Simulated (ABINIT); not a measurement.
# LiHF2 (R-3m): a self-consistent loop beyond G0W0, cycle by cycle, part 2 of 5

Aim: iterate the self-energy on LiHF2 (R-3m) and follow the gap from cycle to cycle.

ABINIT 10.8.3; LDA and many-body steps on it, plane waves. Known limits of the many-body steps: not at the basis limit.

So far. Step 4 (G0W0): The gap on the mesh goes from 8.10 eV to 13.27 eV, a correction of +5.16 eV. Step 5 (QSGW, cycle 1): Against G0W0 in ABINIT (4×4×4 mesh, 22 bands, screening to 87.1 eV, Godby-Needs plasmon pole), the gap moves by +0.822 eV.

## (6) Screening, 4×4×4 mesh, 22 bands, screening to 87.1 eV

This step: RPA screening on LDA, plane waves, norm-conserving pseudopotentials.

File run.abi:

```
acell 3*1.0 Angstrom
rprim 
  1.466983587415 0.846963369091 4.366688724100
  -1.466983587415 0.846963369091 4.366688724100
  0.000000000000 -1.693926738182 4.366688724100
ntypat 3
znucl 3 1 9
natom 4
typat 1 2 3 3
xred 
  0.000000000000 0.000000000000 0.000000000000
  0.500000000000 0.500000000000 0.500000000000
  0.413301880000 0.413301880000 0.413301880000
  0.586698120000 0.586698120000 0.586698120000
pp_dirpath "pseudos"
pseudos "Li.upf, H.upf, F.upf"
ecut 36
ngkpt 4 4 4
nshiftk 1
shiftk 0 0 0
kptopt 1
chksymbreak 0
istwfk *1
occopt 1
irdwfk 1
optdriver 3
nband 22
ecuteps 3.2
inclvkb 2
awtr 1
symchi 1
gwcalctyp 28
mbpt_sciss 6.321 eV
nqptdm 1
qptdm 
  0 0 0
indata_prefix "in"
outdata_prefix "out"
tmpdata_prefix "tmp"
```

Run with:

```console
OMP_NUM_THREADS=1 mpirun -n 4 abinit run.abi > log
```

The log of the run:

```text
.Version 10.8.3 of ABINIT. v10.8.2 released Aug 2026.

 Symmetries : space group R-3 m (#166); Bravais hR (rhombohedral)
[... echo of the input left out ...]
== DATASET  1 ==================================================================
-   mpi_nproc: 4, omp_nthreads: 1 (-1 if OMP is not activated)

--- !DatasetInfo
iteration_state: {dtset: 1, }
dimensions: {natom: 4, nkpt: 13, mband: 22, nsppol: 1, nspinor: 1, nspden: 1, mpw: 2290, }
cutoff_energies: {ecut:  36.0, pawecutdg:  -1.0, }
electrons: {nelect:   1.80000000E+01, charge:   0.00000000E+00, occopt:   1.00000000E+00, tsmear:   1.00000000E-02, }

 SCREENING: Calculation of the susceptibility and dielectric matrices

 Based on a program developped by R.W. Godby, V. Olevano, G. Onida, and L. Reining.
 Incorporated in ABINIT by V. Olevano, G.-M. Rignanese, and M. Torrent.
.Using double precision arithmetic ; gwpc =  8

[... cell and pseudopotentials left out ...]
--------------------------------------------------------------------------------

 ==== K-mesh for the wavefunctions ====
 Number of points in the irreducible wedge :    13
[... list of points left out ...]
 Together with 12 symmetry operations and time-reversal symmetry
 yields    64 points in the full Brillouin Zone.

 ==== Q-mesh for the screening function ====
 Number of points in the irreducible wedge :    13
[... list of points left out ...]
 Together with 12 symmetry operations and time-reversal symmetry
 yields    64 points in the full Brillouin Zone.

 setmesh: FFT mesh size selected  =    32x   32x   32
          total number of points  =        32768

 vcoul_init : cutoff-mode = AUXILIARY_FUNCTION
 q-points for optical limit:   1
     1)      0.000010    0.000020    0.000030

 Dielectric matrix will be calculated only for some
 selected q points provided by the user through the input variables
 nqptdm and qptdm

- screening: taking advantage of time-reversal symmetry
- Maximum band index for partially occupied states nbvw = 9
- Remaining bands to be divided among processors   nbcw = 13
- Number of bands treated by each node ~3

 rdqps: reading QP wavefunctions of the previous step
        looking for file in_QPS
 file not found, 1st iteration initialized with KS eigenelements

 screening : performing a first self-consistency
 update of the energies in W by a scissor operator
 applying a scissor operator of [eV] :   6.321

 Number of electrons calculated from density =   18.0000; Expected =   18.0000
 average of density, n =  0.081937
 r_s =    1.4283
 omega_plasma =   27.6119 [eV]

 calculating chi0 at frequencies [eV] :
  1    0.000000E+00    0.000000E+00
  2    0.000000E+00    2.761194E+01

--------------------------------------------------------------------------------
  q-point number  1        q = ( 0.000000, 0.000000, 0.000000) [r.l.u.]
--------------------------------------------------------------------------------
[... chi0 elements left out ...]
 For q-point:  0.000010 0.000020 0.000030
  dielectric constant =   1.6290
  dielectric constant without local fields =   1.6602

  Average fulfillment of the sum rule on Im[epsilon] for q-point    1 :     28.99  [%]
[... wings left out ...]
== END DATASET(S) ==============================================================
================================================================================

 -outvars: echo values of variables after computation  --------
           etotal      0.0000000000E+00
            nband          22
             nkpt          13
          spgroup         166
 [... the other variables as echoed above ...]

 Calculation completed.
```

Elapsed: 2.8 s, on 4 MPI ranks of Arm Neoverse V1, shared host; peak memory 0.18 GiB; 11 s of CPU time.

This step gave:

* ε∞ with local fields, on this mesh, along the program's q direction: 1.629
* the same without local fields: 1.660
* plasma frequency: 27.61 eV
* plane waves in the screening matrix: 61

This screening uses the functional's bands under a rigid shift, the mean opening of the cycle before.

## (7) Screening, 4×4×4 mesh, 22 bands, screening to 87.1 eV

This step: RPA screening on LDA from quasiparticle energies and orbitals, plane waves, norm-conserving pseudopotentials.

Edit run.abi of step 6 so:

```diff
@@ -31,7 +31,18 @@
 symchi 1
+irdqps 1
 gwcalctyp 28
-mbpt_sciss 6.321 eV
-nqptdm 1
+nqptdm 12
 qptdm 
-  0 0 0
+  0.2500000000 0.0000000000 0.0000000000
+  0.5000000000 0.0000000000 0.0000000000
+  0.2500000000 0.2500000000 0.0000000000
+  0.5000000000 0.2500000000 0.0000000000
+  -0.2500000000 0.2500000000 0.0000000000
+  0.5000000000 0.5000000000 0.0000000000
+  0.2500000000 0.2500000000 0.2500000000
+  0.5000000000 0.2500000000 0.2500000000
+  -0.2500000000 0.2500000000 0.2500000000
+  0.5000000000 0.5000000000 0.2500000000
+  -0.2500000000 0.5000000000 0.2500000000
+  0.5000000000 0.5000000000 0.5000000000
 indata_prefix "in"
```

File mrgscr.stdin:

```
2
merged
q0_SCR
out_SCR
1
```

Run with:

```console
OMP_NUM_THREADS=1 mpirun -n 4 abinit run.abi > log; mrgscr < mrgscr.stdin
```

The log of the run:

```text
.Version 10.8.3 of ABINIT. v10.8.2 released Aug 2026.

 Symmetries : space group R-3 m (#166); Bravais hR (rhombohedral)
[... echo of the input left out ...]
== DATASET  1 ==================================================================
-   mpi_nproc: 4, omp_nthreads: 1 (-1 if OMP is not activated)

--- !DatasetInfo
iteration_state: {dtset: 1, }
dimensions: {natom: 4, nkpt: 13, mband: 22, nsppol: 1, nspinor: 1, nspden: 1, mpw: 2290, }
cutoff_energies: {ecut:  36.0, pawecutdg:  -1.0, }
[...]
q-point number  1        q = ( 0.250000, 0.000000, 0.000000) [r.l.u.]
--------------------------------------------------------------------------------
[... chi0 elements left out ...]
  Average fulfillment of the sum rule on Im[epsilon] for q-point    2 :     40.07  [%]

--------------------------------------------------------------------------------
  q-point number  2        q = ( 0.500000, 0.000000, 0.000000) [r.l.u.]
--------------------------------------------------------------------------------
[... chi0 elements left out ...]
  Average fulfillment of the sum rule on Im[epsilon] for q-point    3 :     30.69  [%]

 [... 10 further q-points ...]
```

Elapsed: 8 s, on 4 MPI ranks; peak memory 0.62 GiB; 32 s of CPU time.

This step gave:

```yaml
plasma_frequency: 27.61 eV
plane_waves_in_the_screening_matrix: 61
```

This screening reads the quasiparticle levels of the cycle before.

## (8) QSGW, cycle 2

The corrected levels of the last cycle go back in.

This step: QSGW on LDA, plane waves, norm-conserving pseudopotentials.

Edit run.abi of step 7 so:

```diff
@@ -25,12 +25,10 @@
 irdwfk 1
-optdriver 3
+optdriver 4
 nband 22
-ecuteps 3.2
-inclvkb 2
-awtr 1
-symchi 1
-irdqps 1
 gwcalctyp 28
-nqptdm 12
-qptdm 
+ecutsigx 36
+symsigma 0
+nkptgw 13
+kptgw 
+  0.0000000000 0.0000000000 0.0000000000
   0.2500000000 0.0000000000 0.0000000000
@@ -47,2 +45,21 @@
   0.5000000000 0.5000000000 0.5000000000
+bdgw 
+  1 15
+  1 15
+  1 15
+  1 15
+  1 15
+  1 15
+  1 15
+  1 15
+  1 15
+  1 15
+  1 15
+  1 15
+  1 15
+ecuteps 3.2
+irdscr 1
+ppmodel 1
+irdqps 1
+rhoqpmix 0.3
 indata_prefix "in"
```

Run with:

```console
OMP_NUM_THREADS=1 mpirun -n 4 abinit run.abi > log
```

The log of the run:

```text
.Version 10.8.3 of ABINIT. v10.8.2 released Aug 2026.

 Symmetries : space group R-3 m (#166); Bravais hR (rhombohedral)
[... echo of the input left out ...]
== DATASET  1 ==================================================================
-   mpi_nproc: 4, omp_nthreads: 1 (-1 if OMP is not activated)

--- !DatasetInfo
iteration_state: {dtset: 1, }
dimensions: {natom: 4, nkpt: 13, mband: 22, nsppol: 1, nspinor: 1, nspden: 1, mpw: 2290, }
cutoff_energies: {ecut:  36.0, pawecutdg:  -1.0, }
[...]
.  kptgw no:  3; Maximum DeltaE = (  -1.589  -0.005) for band index:  2
[...]
.  kptgw no: 12; Maximum DeltaE = (  -1.638   0.004) for band index:  2
.  kptgw no: 13; Maximum DeltaE = (  -1.800  -0.040) for band index:  2

== END DATASET(S) ==============================================================
================================================================================

 -outvars: echo values of variables after computation  --------
           etotal      0.0000000000E+00
            nband          22
             nkpt          13
          spgroup         166
 [... the other variables as echoed above ...]

 Calculation completed.
```

Run time: 80 s. Hardware: 4 MPI ranks; peak memory 1.9 GiB.

This step gave:

| Item | Value |
| --- | --- |
| quasiparticle gap on the mesh | 15.25 eV |
| gap of the density functional on the mesh | 8.102 eV |
| k of the valence top | 0.5, 0.5, 0.5 |
| k of the conduction bottom | 0, 0, 0 |
| least direct quasiparticle gap on the computed points | 15.25 eV |

Against the cycle before, the gap moves by +1.158 eV.

## (9) Screening, 4×4×4 mesh, 22 bands, screening to 87.1 eV

This step: RPA screening on LDA, plane waves, norm-conserving pseudopotentials.

File run.abi:

```
acell 3*1.0 Angstrom
rprim 
  1.466983587415 0.846963369091 4.366688724100
  -1.466983587415 0.846963369091 4.366688724100
  0.000000000000 -1.693926738182 4.366688724100
ntypat 3
znucl 3 1 9
natom 4
typat 1 2 3 3
xred 
  0.000000000000 0.000000000000 0.000000000000
  0.500000000000 0.500000000000 0.500000000000
  0.413301880000 0.413301880000 0.413301880000
  0.586698120000 0.586698120000 0.586698120000
pp_dirpath "pseudos"
pseudos "Li.upf, H.upf, F.upf"
ecut 36
ngkpt 4 4 4
nshiftk 1
shiftk 0 0 0
kptopt 1
chksymbreak 0
istwfk *1
occopt 1
irdwfk 1
optdriver 3
nband 22
ecuteps 3.2
inclvkb 2
awtr 1
symchi 1
gwcalctyp 28
mbpt_sciss 7.429 eV
nqptdm 1
qptdm 
  0 0 0
indata_prefix "in"
outdata_prefix "out"
tmpdata_prefix "tmp"
```

The log of the run:

```text
.Version 10.8.3 of ABINIT. v10.8.2 released Aug 2026.

 Symmetries : space group R-3 m (#166); Bravais hR (rhombohedral)
[... echo of the input left out ...]
== DATASET  1 ==================================================================
-   mpi_nproc: 4, omp_nthreads: 1 (-1 if OMP is not activated)

--- !DatasetInfo
iteration_state: {dtset: 1, }
dimensions: {natom: 4, nkpt: 13, mband: 22, nsppol: 1, nspinor: 1, nspden: 1, mpw: 2290, }
cutoff_energies: {ecut:  36.0, pawecutdg:  -1.0, }
[...]
[... chi0 elements left out ...]
 For q-point:  0.000010 0.000020 0.000030
  dielectric constant =   1.6010
  dielectric constant without local fields =   1.6299

  Average fulfillment of the sum rule on Im[epsilon] for q-point    1 :     30.03  [%]
[... wings left out ...]
== END DATASET(S) ==============================================================
================================================================================

 -outvars: echo values of variables after computation  --------
           etotal      0.0000000000E+00
            nband          22
             nkpt          13
          spgroup         166
 [... the other variables as echoed above ...]

 Calculation completed.
```

The job ended after 2.8 s (4 MPI ranks; peak memory 0.18 GiB; 11 s of CPU time).

Numbers from this step:

```
ε∞ with local fields, on this mesh, along the program's q direction : 1.601
the same without local fields                                       : 1.630
plasma frequency                                                    : 27.61 eV
plane waves in the screening matrix                                 : 61
```

This screening uses the functional's bands under a rigid shift, the mean opening of the cycle before.

## (10) Screening, 4×4×4 mesh, 22 bands, screening to 87.1 eV

This step: RPA screening on LDA from quasiparticle energies and orbitals, plane waves, norm-conserving pseudopotentials.

Edit run.abi of step 9 so:

```diff
@@ -31,7 +31,18 @@
 symchi 1
+irdqps 1
 gwcalctyp 28
-mbpt_sciss 7.429 eV
-nqptdm 1
+nqptdm 12
 qptdm 
-  0 0 0
+  0.2500000000 0.0000000000 0.0000000000
+  0.5000000000 0.0000000000 0.0000000000
+  0.2500000000 0.2500000000 0.0000000000
+  0.5000000000 0.2500000000 0.0000000000
+  -0.2500000000 0.2500000000 0.0000000000
+  0.5000000000 0.5000000000 0.0000000000
+  0.2500000000 0.2500000000 0.2500000000
+  0.5000000000 0.2500000000 0.2500000000
+  -0.2500000000 0.2500000000 0.2500000000
+  0.5000000000 0.5000000000 0.2500000000
+  -0.2500000000 0.5000000000 0.2500000000
+  0.5000000000 0.5000000000 0.5000000000
 indata_prefix "in"
```

mrgscr.stdin is that of step 7.

Run with:

```console
OMP_NUM_THREADS=1 mpirun -n 4 abinit run.abi > log; mrgscr < mrgscr.stdin
```

The log of the run:

```text
.Version 10.8.3 of ABINIT. v10.8.2 released Aug 2026.

 Symmetries : space group R-3 m (#166); Bravais hR (rhombohedral)
[... echo of the input left out ...]
== DATASET  1 ==================================================================
-   mpi_nproc: 4, omp_nthreads: 1 (-1 if OMP is not activated)

--- !DatasetInfo
iteration_state: {dtset: 1, }
dimensions: {natom: 4, nkpt: 13, mband: 22, nsppol: 1, nspinor: 1, nspden: 1, mpw: 2290, }
cutoff_energies: {ecut:  36.0, pawecutdg:  -1.0, }
[...]
q-point number  1        q = ( 0.250000, 0.000000, 0.000000) [r.l.u.]
--------------------------------------------------------------------------------
[... chi0 elements left out ...]
  Average fulfillment of the sum rule on Im[epsilon] for q-point    2 :     40.38  [%]

--------------------------------------------------------------------------------
  q-point number  2        q = ( 0.500000, 0.000000, 0.000000) [r.l.u.]
--------------------------------------------------------------------------------
[... chi0 elements left out ...]
  Average fulfillment of the sum rule on Im[epsilon] for q-point    3 :     30.96  [%]

 [... 10 further q-points ...]
```

The job ended after 8.4 s (4 MPI ranks; peak memory 0.62 GiB).

Numbers from this step:

| Item | Value |
| --- | --- |
| plasma frequency | 27.61 eV |
| plane waves in the screening matrix | 61 |

This screening reads the quasiparticle levels of the cycle before.

## (11) QSGW, cycle 3

This step: QSGW on LDA, plane waves, norm-conserving pseudopotentials.

Edit run.abi of step 10 so:

```diff
@@ -25,12 +25,10 @@
 irdwfk 1
-optdriver 3
+optdriver 4
 nband 22
-ecuteps 3.2
-inclvkb 2
-awtr 1
-symchi 1
-irdqps 1
 gwcalctyp 28
-nqptdm 12
-qptdm 
+ecutsigx 36
+symsigma 0
+nkptgw 13
+kptgw 
+  0.0000000000 0.0000000000 0.0000000000
   0.2500000000 0.0000000000 0.0000000000
@@ -47,2 +45,21 @@
   0.5000000000 0.5000000000 0.5000000000
+bdgw 
+  1 15
+  1 15
+  1 15
+  1 15
+  1 15
+  1 15
+  1 15
+  1 15
+  1 15
+  1 15
+  1 15
+  1 15
+  1 15
+ecuteps 3.2
+irdscr 1
+ppmodel 1
+irdqps 1
+rhoqpmix 0.3
 indata_prefix "in"
```

Run with:

```console
OMP_NUM_THREADS=1 mpirun -n 4 abinit run.abi > log
```

The log of the run:

```text
.Version 10.8.3 of ABINIT. v10.8.2 released Aug 2026.

 Symmetries : space group R-3 m (#166); Bravais hR (rhombohedral)
[... echo of the input left out ...]
== DATASET  1 ==================================================================
-   mpi_nproc: 4, omp_nthreads: 1 (-1 if OMP is not activated)

--- !DatasetInfo
iteration_state: {dtset: 1, }
dimensions: {natom: 4, nkpt: 13, mband: 22, nsppol: 1, nspinor: 1, nspden: 1, mpw: 2290, }
cutoff_energies: {ecut:  36.0, pawecutdg:  -1.0, }
[...]
.  kptgw no:  3; Maximum DeltaE = (   0.175  -0.002) for band index: 15
[...]
.  kptgw no: 12; Maximum DeltaE = (   0.142   0.000) for band index: 14
.  kptgw no: 13; Maximum DeltaE = (   0.142  -0.000) for band index: 12

== END DATASET(S) ==============================================================
================================================================================

 -outvars: echo values of variables after computation  --------
           etotal      0.0000000000E+00
            nband          22
             nkpt          13
          spgroup         166
 [... the other variables as echoed above ...]

 Calculation completed.
```

The job ended after 81 s (4 MPI ranks; peak memory 1.9 GiB).

Numbers from this step:

| Property | Result |
| --- | --- |
| quasiparticle gap on the mesh | 15.44 eV |
| gap of the density functional on the mesh | 8.102 eV |
| k of the valence top | 0.5, 0.5, 0.5 |
| k of the conduction bottom | 0, 0, 0 |
| least direct quasiparticle gap on the computed points | 15.44 eV |

Against the cycle before, the gap moves by +0.188 eV.

## (12) Screening, 4×4×4 mesh, 22 bands, screening to 87.1 eV

This step: RPA screening on LDA, plane waves, norm-conserving pseudopotentials.

File run.abi:

```
acell 3*1.0 Angstrom
rprim 
  1.466983587415 0.846963369091 4.366688724100
  -1.466983587415 0.846963369091 4.366688724100
  0.000000000000 -1.693926738182 4.366688724100
ntypat 3
znucl 3 1 9
natom 4
typat 1 2 3 3
xred 
  0.000000000000 0.000000000000 0.000000000000
  0.500000000000 0.500000000000 0.500000000000
  0.413301880000 0.413301880000 0.413301880000
  0.586698120000 0.586698120000 0.586698120000
pp_dirpath "pseudos"
pseudos "Li.upf, H.upf, F.upf"
ecut 36
ngkpt 4 4 4
nshiftk 1
shiftk 0 0 0
kptopt 1
chksymbreak 0
istwfk *1
occopt 1
irdwfk 1
optdriver 3
nband 22
ecuteps 3.2
inclvkb 2
awtr 1
symchi 1
gwcalctyp 28
mbpt_sciss 7.608 eV
nqptdm 1
qptdm 
  0 0 0
indata_prefix "in"
outdata_prefix "out"
tmpdata_prefix "tmp"
```

The log of the run:

```text
.Version 10.8.3 of ABINIT. v10.8.2 released Aug 2026.

 Symmetries : space group R-3 m (#166); Bravais hR (rhombohedral)
[... echo of the input left out ...]
== DATASET  1 ==================================================================
-   mpi_nproc: 4, omp_nthreads: 1 (-1 if OMP is not activated)

--- !DatasetInfo
iteration_state: {dtset: 1, }
dimensions: {natom: 4, nkpt: 13, mband: 22, nsppol: 1, nspinor: 1, nspden: 1, mpw: 2290, }
cutoff_energies: {ecut:  36.0, pawecutdg:  -1.0, }
[...]
[... chi0 elements left out ...]
 For q-point:  0.000010 0.000020 0.000030
  dielectric constant =   1.5967
  dielectric constant without local fields =   1.6252

  Average fulfillment of the sum rule on Im[epsilon] for q-point    1 :     30.19  [%]
[... wings left out ...]
== END DATASET(S) ==============================================================
================================================================================

 -outvars: echo values of variables after computation  --------
           etotal      0.0000000000E+00
            nband          22
             nkpt          13
          spgroup         166
 [... the other variables as echoed above ...]

 Calculation completed.
```

The job ended after 2.7 s (4 MPI ranks; peak memory 0.18 GiB).

Numbers from this step:

| Item | Value |
| --- | --- |
| ε∞ with local fields, on this mesh, along the program's q direction | 1.597 |
| the same without local fields | 1.625 |
| plasma frequency | 27.61 eV |
| plane waves in the screening matrix | 61 |

This screening uses the functional's bands under a rigid shift, the mean opening of the cycle before.

(Continued in part 3 of 5.)

[Paths, hosts, dates, memory and timing lines, banners, echoed tables and standing remarks are left out of the program output.]

[Logs are printed without paths, hosts, clocks, repeated set-up lines and the standing remarks that a program may print on its own settings, such as how far it seeks lower states.]

[Runs of the session that timed out or met a known fault of the program may be left out.]

[Hosts, paths, dates, database ids (printed as entryN), source tags and the programs' standing remarks are cut or masked in the printed files.]

[G0W0 gaps are taken among the corrected bands and points alone; a level outside them can change the order at an edge.]

[Where Ansatz stands beside ABINIT at settings called matched, ABINIT's density can come from a denser mesh and the files from another edition; pairs whose starting gaps differed by over 0.03 eV were left out, so agreement reads better than it is.]
